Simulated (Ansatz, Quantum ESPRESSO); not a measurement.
# Evanescent states of NaI, rock salt type, lattice constant set to 6.431 Å, part 4 of 4

Wanted: the complex band structure of NaI, rock salt type, lattice constant set to 6.431 Å, as for a tunnel barrier.

Quantum ESPRESSO 7.5; plane-wave DFT, LDA, PseudoDojo norm-conserving pseudopotentials; cross-check by Ansatz 0.2.0 with PAW datasets.

So far. Step 2 (SCF with pw.x): The run needed 7 iterations to bring the estimated error under 1e-09 Ry.

The structure was built from a prototype and need not be the compound's stable phase.

## Step 5: The same in Ansatz

As a check, the same structure is run in Ansatz.

Level of this step: plane-wave DFT, LDA, Ansatz PAW (Ansatz 0.2.0).

The input, input.yaml:

```yaml
crystal:
  lattice:
    - [4.5474037098, 0.0, 0.0]
    - [0.0, 4.5474037098, 0.0]
    - [0.0, 0.0, 6.431]
  atoms:
    - { symbol: Na, position: [0.0, 0.0, 0.0] }
    - { symbol: I, position: [0.5, 0.5, 0.0] }
    - { symbol: Na, position: [0.5, 0.5, 0.5] }
    - { symbol: I, position: [0.0, 0.0, 0.5] }
kpoints:
  mp_grid: { grid: [6, 6, 4] }
hamiltonian:
  xc: lda
scf:
  occupations: { method: fixed }
  convergence: { dr2_threshold: 1.0e-09 }
output:
  transmission:
    leads: [[0, 0]]
    kpoints: [[0, 0], [0.5, 0], [0.5, 0.5], [0.25, 0]]
    e_range: [-1.92, 7.44]
    de: 0.24
```

On the command line:

```sh
ansatz run input.yaml --threads 2 --pin off --max-ram 4096MiB --backend cpu --events-out ev --progress --plain --runs-dir out
```

Numbers of over 12 decimals in the logs are rounded to 6 here.

What it wrote:

```text
Engine: ansatz 0.2.0, x86_64-unknown-linux-gnu
Pseudopotentials: kind: paw
Pseudopotential: Na, paw, valence charge 9, recommended cutoff 420 eV (normal), Na.paw.azcp
Pseudopotential: I, paw, valence charge 17, recommended cutoff 420 eV (normal), I.paw.azcp
Functional definition: SPW92
  exchange = slater_x
  correlation = pw_c
Crystal: 4 atoms, lattice volume = 132.986 Å³
Basis set: ecut = 420 eV, 2589 PW (Γ)
Bands: 32, of which v1, the nominal top of the filled ones, is band 26 counted from 1 (25 counted from 0)
Symmetry: 32 space group operations
Space group: Fm-3m (ITA 225), of the structure as read, at distance tolerance 5.1e-5 Å
k-points: 30 of 144
Non-local potential: Na, projectors of the file, l = 0: 3, l = 1: 2, l = 2: 1
Non-local potential: I, projectors of the file, l = 0: 2, l = 1: 2, l = 2: 2, l = 3: 2
PAW form: soft (Blöchl's): semilocal exchange-correlation on the pseudo side does not see the compensation charge
PAW frozen core: Na, regenerated for the run's functional, and the local potential with it (the file was generated under x = pbe(κ = 0.804, μ = 0.219515), c = pbe(β = 0.066725))
PAW frozen core: I, regenerated for the run's functional, and the local potential with it (the file was generated under x = pbe(κ = 0.804, μ = 0.219515), c = pbe(β = 0.066725))
PAW one-centre angular grid: Na, 110 points (default); XC on 64 Gauss nodes
PAW one-centre angular grid: I, 590 points (default); XC on 64 Gauss nodes
Initial density: superposition of atomic densities (neutral atoms: chi_scale 0, normalization atom), corrected by the library's trained network
Initial wavefunctions: pseudopotential atomic-orbital guess
Functional: x = slater, c = lda
SCF iter   1: F=—  HF=-17649.984388 eV  |F-HF|=—  |Δ(HF+E_count)|=         —  Δρ=5.45e-3  dr2=1.67e-2  ethr=1.77e-3  ⟨swp⟩=5.2  Hψ=3613  notcnv=0  defer=115
preconditioner: auto → Resta (q_TF=auto, 2.333 Å⁻¹)  ε∞=2.7  [insulator: Δε(μ)=3.375 eV  Ē_g=10.003 eV  n_scr=28 (ndim 8)  ℏωp=12.9 eV  f_vac=0.064  ε∞_Penn≈2.7]
SCF iter   2: F=—  HF=-17649.974202 eV  |F-HF|=—  |Δ(HF+E_count)|=   1.02e-2  Δρ=2.15e-3  dr2=3.66e-3  ethr=3.20e-5  ⟨swp⟩=2.1  Hψ=2042  notcnv=0  defer=120
SCF iter   3: F=—  HF=-17649.973678 eV  |F-HF|=—  |Δ(HF+E_count)|=   5.24e-4  Δρ=6.65e-4  dr2=4.20e-4  ethr=7.04e-6  ⟨swp⟩=3.0  Hψ=1747  notcnv=0  defer=120
SCF iter   4: F=—  HF=-17649.973693 eV  |F-HF|=—  |Δ(HF+E_count)|=   1.54e-5  Δρ=1.39e-4  dr2=3.37e-5  ethr=8.08e-7  ⟨swp⟩=1.0  Hψ=907  notcnv=0  defer=119
SCF iter   5: F=—  HF=-17649.973688 eV  |F-HF|=—  |Δ(HF+E_count)|=   5.47e-6  Δρ=3.09e-5  dr2=9.24e-7  ethr=6.48e-8  ⟨swp⟩=2.0  Hψ=1090  notcnv=0  defer=102
SCF iter   6: F=—  HF=-17649.973690 eV  |F-HF|=—  |Δ(HF+E_count)|=   2.84e-6  Δρ=4.92e-6  dr2=3.67e-8  ethr=1.78e-9  ⟨swp⟩=2.0  Hψ=1327  notcnv=0  defer=83
SCF iter   7: F=-17649.973690 eV  HF=-17649.973690 eV  |F-HF|=1.71e-10  |Δ(HF+E_count)|=   8.90e-9  Δρ=1.05e-6  dr2=8.26e-10  ethr=1.92e-12  ⟨swp⟩=9.9  Hψ=4921  notcnv=0
SCF 1 converged in 7 iterations: F = -17649.973690 eV  dr2 = 8.26e-10
  greatest PAW one-centre occupation: 1.000 electrons in one spin orbital (limit 2), on the I atom at site 3 (counted from 0), in its partial waves of l = 2
transmission: 8 of 32 steps passed
transmission: 16 of 32 steps passed
transmission: 24 of 32 steps passed
transmission: 32 of 32 steps passed
SCF converged after 7 iterations
Free energy (F): -17649.973690 eV
Harris-Foulkes:  -17649.973690 eV  (|F-HF|=1.71e-10)
Internal energy: -17649.973690 eV  (E = F + TS)
E sigma→0 (E₀):  -17649.973690 eV
Fermi energy:    2.953920 eV
--- Per-component energies (eV) ---
  E_band       = -1231.103171
  E_kinetic    = 621.252419
  E_local      = -6662.507196  (includes V_loc(G=0)·N_el)
  E_nonlocal   = 62.774957
  E_hartree    = 3013.540141
  E_xc         = -331.099215
  E_vxc        = -356.919648  (∫ρ·V_xc dr)
  E_paw        = -9810.727869  (= ΣΔE_a)
  E_vpaw       = -922.782181  (= ΣTr[D̂ρ^β])
  E_aug_tail   = 0.000096  (compensation charges beyond the density's cutoff)
  E_ewald      = -4545.051234
  E_core_change = 1.844210  (= ΣΔE_core)
  E_smearing   = -0.000000  (= −TS)
  E_closure    = 0.000000  (closes the sum)
  Σ components = -17649.973690   (vs F -17649.973690, Δ=0.00e0)
--- Band table (eV; the first three rows and the last of 30) ---
  k-point 0: bands = [... 22 lower, 2.1658, 2.9539, 2.9539, 2.9539, 6.3382, 7.2412, 8.3168, 10.7928, ... 2 higher]
  k-point 1: bands = [... 22 lower, 2.2649, 2.4426, 2.8184, 2.8184, 7.0788, 7.5935, 8.5242, 10.0742, ... 2 higher]
  k-point 2: bands = [... 22 lower, 2.5238, 2.5238, 2.5238, 2.5238, 8.0554, 8.0554, 9.1342, 9.1342, ... 2 higher]
  k-point 29: bands = [... 22 lower, 1.4600, 1.4600, 1.9579, 1.9579, 8.6350, 8.6350, 10.3139, 10.3139, ... 2 higher]
--- Transmission ---
  basis      : 177 plane waves across, 8 finite elements along
  points     : 4, as listed
  energies   : 40 from -1.920000 to 7.440000 eV about the Fermi level, 0.240000 eV apart; the leads are filled to 1.692117 eV, and channels, transmission and decay are at 1.680000 eV
  crystal 0  : Na2I2, at the sites [0, 0], period 6.4310 Å: whole cells are its period
    offset         : up to 0.0000 Å between an atom of the period and one for which it stands
    channels       : 0.000000e0 a spin
    conductance    : none, the energies end too early or step too widely for 300 K: set another output.transmission.e_range or a lower de, or, where they end at an eighth of basis.ecutwfc, a higher one
    slowest decay  : 0.2479 /Å at (0.0000, 0.0000)
```

Wall time 19 s (2 threads of Intel Xeon Platinum 8488C (Sapphire Rapids), shared host); peak memory 0.63 GiB; 37 s of CPU time.

This step gave:

- free energy: -17649.9737 eV
- gap by band count: 3.384 eV
- symmetry operations: 32
- slowest decay at the grid energy nearest mid-gap: 0.2479 Å⁻¹
- peak of the smallest κ at the zone centre: 0.2480 Å⁻¹
- peak of the smallest κ at (1/2, 0): 0.4076 Å⁻¹
- peak of the smallest κ at (1/2, 1/2): 0.4275 Å⁻¹
- peak of the smallest κ at (1/4, 0): 0.4203 Å⁻¹
- valence top, on the run's zero: 2.954 eV

K across = (0, 0) in the cell's reciprocal vectors; values within 0.0025 1/Å of each other count once, columns are sorted by size at each energy, a dash where no further value was kept. Im kz of the slowest decaying states against energy, zero at the highest filled level of the SCF mesh:

```
energy (eV)  decay 1 (Å⁻¹)  decay 2 (Å⁻¹)  decay 3 (Å⁻¹)
      -1.92          0.716          0.736           1.42
      -1.44          0.577          0.715           1.37
      -0.96          0.310          0.706           1.32
      -0.48          0.690           1.27              -
      -0.24          0.681           1.24              -
       0.00        0.00222          0.670           1.22
       0.24          0.139          0.291          0.658
       0.72          0.214          0.451          0.630
       1.20          0.243          0.529          0.598
       1.68          0.248          0.560          0.573
       2.16          0.234          0.515          0.599
       2.64          0.198          0.462          0.611
       2.88          0.169          0.432          0.614
       3.36         0.0397          0.359          0.612
       3.84          0.256          0.604          0.655
       4.32          0.543          0.588           1.26
       4.80          0.400          0.566           1.22
       5.28         0.0899          0.154          0.536
       5.76          0.148          0.498           1.10
       6.00          0.157          0.476           1.07
       6.48          0.153          0.422          0.998
       6.96          0.122          0.349          0.925
       7.44          0.243          0.845          0.893
```

K across = (0, 0) in the cell's reciprocal vectors. Table of Re kz of states that move upwards by energy, zero at the highest filled level of the SCF mesh:

```
energy (eV)  channel 1 (Å⁻¹)  channel 2 (Å⁻¹)  channel 3 (Å⁻¹)
      -1.92            0.180                -                -
      -1.68            0.336                -                -
      -1.44            0.440                -                -
      -1.20           -0.452                -                -
      -0.96           -0.377                -                -
      -0.72           -0.306            0.202            0.202
      -0.48           -0.235            0.448            0.448
      -0.24           -0.337           -0.337           -0.156
       0.00                -                -                -
       0.24                -                -                -
       0.72                -                -                -
       0.96                -                -                -
       1.20                -                -                -
       1.44                -                -                -
       1.68                -                -                -
       1.92                -                -                -
       2.16                -                -                -
       2.40                -                -                -
       2.64                -                -                -
       2.88                -                -                -
       3.12                -                -                -
       3.36                -                -                -
       3.60            0.123                -                -
       3.84            0.184                -                -
       4.08            0.235                -                -
       4.32           0.0718            0.283                -
       4.56            0.213            0.330                -
       4.80            0.303            0.381                -
       5.28                -                -                -
       5.52            0.213                -                -
       5.76            0.339                -                -
       6.00            0.430                -                -
       6.24           -0.471                -                -
       6.48           -0.403                -                -
       6.72           -0.341                -                -
       6.96           -0.283                -                -
       7.20           -0.225                -                -
       7.44           -0.483           -0.458           -0.166
```

K across = (1/2, 0) in the cell's reciprocal vectors; values within 0.0025 1/Å of each other count once, columns are sorted by size at each energy, a dash where no further value was kept. Table of Im kz of the slowest decaying states by energy, zero at the highest filled level of the SCF mesh:

```
energy (eV)  decay 1 (Å⁻¹)  decay 2 (Å⁻¹)  decay 3 (Å⁻¹)
      -1.92           1.19           1.26              -
      -1.68         0.0923           1.15           1.23
      -1.20          0.104           1.04           1.19
      -0.96          0.967           1.16              -
      -0.72          0.875           1.14              -
      -0.24         0.0972          0.533           1.09
       0.00          0.211          0.758           1.07
       0.24          0.271          0.827           1.04
       0.72          0.344          0.880          0.992
       0.96          0.367          0.889          0.967
       1.20          0.384          0.893          0.942
       1.68          0.403          0.888          0.892
       1.92          0.407          0.867          0.881
       2.16          0.408          0.841          0.872
       2.64          0.398          0.790          0.848
       2.88          0.389          0.764          0.833
       3.36          0.359          0.710          0.800
       3.60          0.338          0.682          0.781
       3.84          0.312          0.653          0.761
       4.32          0.239          0.592          0.716
       4.56          0.184          0.559          0.691
       4.80         0.0905          0.524          0.664
       5.28          0.446          0.605           1.39
       5.52          0.400          0.572           1.37
       5.76          0.347          0.536           1.34
       6.24          0.138          0.166          0.453
       6.48          0.112          0.403           1.26
       6.72        0.00879          0.344           1.23
       7.20         0.0350          0.162           1.17
       7.44         0.0789           1.14              -
```

K across = (1/2, 1/2) in the cell's reciprocal vectors; values within 0.0025 1/Å of each other count once, columns are sorted by size at each energy, a dash where no further value was kept. Im kz of the slowest decaying states against energy, zero at the highest filled level of the SCF mesh:

```
energy (eV)  decay 1 (Å⁻¹)  decay 2 (Å⁻¹)  decay 3 (Å⁻¹)
      -1.92          0.518              -              -
      -1.68          0.465              -              -
      -1.20          0.288              -              -
      -0.96              -              -              -
      -0.72          0.122          0.161              -
      -0.24          0.310          0.352              -
       0.00          0.353          0.385              -
       0.24          0.385          0.406              -
       0.72          0.424              -              -
       0.96          0.428          0.436              -
       1.20          0.426          0.443              -
       1.68          0.415          0.449              -
       1.92          0.405          0.448              -
       2.16          0.393          0.444              -
       2.64          0.360          0.429              -
       2.88          0.339          0.419              -
       3.36          0.285          0.391              -
       3.60          0.249          0.373              -
       3.84          0.205          0.352              -
       4.32          0.301              -              -
       4.56          0.268              -              -
       4.80          0.227           1.49           1.50
       5.28         0.0894           1.43           1.45
       5.52           1.39           1.42              -
       5.76         0.0533           1.36           1.40
       6.24          0.118           1.29           1.36
       6.48          0.127           1.26           1.34
       6.72          0.128           1.22           1.31
       7.20          0.110           1.15           1.27
       7.44         0.0879           1.11           1.24
```

K across = (1/4, 0) in the cell's reciprocal vectors; values within 0.0025 1/Å of each other count once, columns are sorted by size at each energy, a dash where no further value was kept. Table of Im kz of the slowest decaying states by energy, zero at the highest filled level of the SCF mesh:

```
energy (eV)  decay 1 (Å⁻¹)  decay 2 (Å⁻¹)  decay 3 (Å⁻¹)
      -1.92          0.837           1.05              -
      -1.44         0.0268          0.690          0.997
      -0.96         0.0314          0.465          0.946
      -0.48          0.125          0.897           1.38
      -0.24          0.873           1.36           1.42
       0.00          0.172          0.192          0.850
       0.24          0.256          0.390          0.827
       0.72          0.344          0.560          0.781
       1.20          0.390          0.652          0.736
       1.68          0.413          0.690          0.715
       2.16          0.420          0.642          0.766
       2.64          0.414          0.591          0.828
       2.88          0.406          0.563          0.886
       3.36          0.380          0.502          0.855
       3.84          0.336          0.430          0.819
       4.32          0.257          0.339          0.777
       4.80          0.198          0.267          0.730
       5.28          0.302          0.677          0.711
       5.76          0.129          0.294          0.590
       6.00          0.143          0.281          0.514
       6.48          0.106          0.234          0.239
       6.96          0.124          0.201          0.412
       7.44          0.283          0.382           1.38
```

## Step 6: By hand

T falls as exp(−2κd). With κ = 0.248 1/Å, 10 Å of barrier pass exp(−2 × 0.248 × 10) = 0.0070 of that channel, interfaces aside.

## Step 7: What came out

```
gap on the SCF mesh                                                  : 3.38 eV
smallest κ at mid-gap among the four k points, at the zone centre    : 0.248 Å⁻¹
peak of the smallest κ in the stop band at the zone centre           : 0.248 Å⁻¹
peak of the smallest κ in the stop band at (1/2, 0)                  : 0.407 Å⁻¹
peak of the smallest κ in the stop band at (1/2, 1/2)                : 0.427 Å⁻¹
peak of the smallest κ in the stop band at (1/4, 0)                  : 0.420 Å⁻¹
energy of the peak at the zone centre, over the highest filled level : 1.44 eV
peak at the zone centre by Ansatz                                    : 0.248 Å⁻¹
```

In words: With a gap of 3.38 eV on the mesh, the smallest κ at mid-gap among the four k points, at the zone centre is 0.248 Å⁻¹ (LDA, PseudoDojo norm-conserving). For a barrier with the Fermi level at mid-gap the slowest state found, at the zone centre, loses a factor of ten in probability every 4.6 Å or so. Stop bands away from the zone centre are mostly wider than the gap, so their peaks can lie above the conduction bottom. At the zone centre pwcond's peak is 0.248 and Ansatz's 0.248 1/Å, 0 % apart. The cell is the a/√2 one, turned by 45°, with two primitive cells, so X along [001] folds onto kz = 0. A semilocal gap is too small, often by a third to a half and by more in narrow-gap crystals, so real barriers decay faster. Spin-orbit coupling is left out; depending on the atoms that carry the levels of interest, it can split and shift them by tens to hundreds of meV.

[Logs are printed without paths, hosts, clocks, repeated set-up lines and the standing remarks that a program may print on its own settings, such as how far it seeks lower states.]

[Hosts, paths, dates, database ids (printed as entryN), source tags and the programs' standing remarks are cut or masked in the printed files.]

[Maps of the electrostatic potential energy from Ansatz leave out the sawtooth potential of an applied field or a dipole correction, so their vacuum need not be flat; planar profiles and work functions include it.]
